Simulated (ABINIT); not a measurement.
An input for ABINIT 10.8.3 (TiO2 (Anatase)):

```
acell 3*1.0 Angstrom
rprim 
  -1.892100000000 1.892100000000 4.757300000000
  1.892100000000 -1.892100000000 4.757300000000
  1.892100000000 1.892100000000 -4.757300000000
ntypat 2
znucl 22 8
natom 6
typat 1 1 2 2 2 2
xred 
  0.000000000000 0.000000000000 0.000000000000
  0.750000000000 0.250000000000 0.500000000000
  0.208100000000 0.208100000000 0.000000000000
  0.958100000000 0.458100000000 0.500000000000
  0.541900000000 0.041900000000 0.500000000000
  0.791900000000 0.791900000000 0.000000000000
pp_dirpath "pseudos"
pseudos "Ti.upf, O.upf"
ecut 38
ngkpt 10 10 10
nshiftk 1
shiftk 0 0 0
kptopt 1
chksymbreak 0
iscf -2
irdden 1
istwfk *1
nband 36
nbdbuf 4
tolwfr 1e-09
nstep 60
prtvol 0
indata_prefix "in"
outdata_prefix "out"
tmpdata_prefix "tmp"
```

```sh
OMP_NUM_THREADS=1 mpirun -n 4 abinit run.abi > log
```

Question: How long will it take on 4 MPI ranks of Arm Neoverse V2, shared host, and how much memory?

It took 2.3 min; on shared hardware allow 68 s to 4.5 min. Peak host memory was 0.61 GiB.

[Paths, hosts, dates, memory and timing lines, banners, echoed tables and standing remarks are left out of the program output.]

[Logs are printed without paths, hosts, clocks, repeated set-up lines and the standing remarks that a program may print on its own settings, such as how far it seeks lower states.]

[Runs of the session that timed out or met a known fault of the program may be left out.]

[Hosts, paths, dates, database ids (printed as entryN), source tags and the programs' standing remarks are cut or masked in the printed files.]

[G0W0 gaps are taken among the corrected bands and points alone; a level outside them can change the order at an edge.]

[Where Ansatz stands beside ABINIT at settings called matched, ABINIT's density can come from a denser mesh and the files from another edition; pairs whose starting gaps differed by over 0.03 eV were left out, so agreement reads better than it is.]
